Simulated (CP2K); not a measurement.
Consider 1,3,4-thiadiazole at its PBE geometry (Å).

```xyz
7

C     1.1687    0.1710   -0.1267
N     0.7762   -0.9080    0.5101
N    -0.5851   -0.9970    0.5940
C    -1.1874    0.0167    0.0161
S    -0.1186    1.1775   -0.6851
H     2.2149    0.4173   -0.2898
H    -2.2687    0.1225   -0.0185
```

Method: CP2K XAS_TDP, all-electron GAPW, PBEh(45%), aug-cc-pVDZ, TDA, GW2X-corrected core level, ZORA, spin–orbit coupling.

Q: Predict the bright core excitations at the S L₂,₃ edge.

Leading lines: S5 167.58 eV. The leading line of an atom is its first one with 35 % of the strongest within 2.5 eV of its lowest line over the strength cut. Core ionisation energies at this level: S5 172.18/172.28/173.35 eV; the 2p½ level lies 1.12 eV above the 2p3/2 pair.

The first six lines of each atom with a strength over 0.0003:

```csv
atom,energy (eV),states,"strength, one atom",above the computed threshold
S5 (bonded to 2 C),167.41,5,0.0004,
,167.58,1,0.0020,
,167.90,1,0.0019,
,168.48,2,0.0003,
,168.65,2,0.0016,
,169.02,1,0.0041,
```

Lines are vertical, at one geometry, with no vibrational structure. GW2X ionisation energies and lines can be off by 1 to 2 eV either way, and a good line position may hide errors that cancel. Rydberg lines, and the discretised continuum above threshold, depend on the basis and the box.

[Banner, clock and machine lines of the logs are left out without a mark of their own.]

[Logs are printed without paths, hosts, clocks, repeated set-up lines and the standing remarks that a program may print on its own settings, such as how far it seeks lower states.]

[Hosts, paths, dates, database ids (printed as entryN), source tags and the programs' standing remarks are cut or masked in the printed files.]
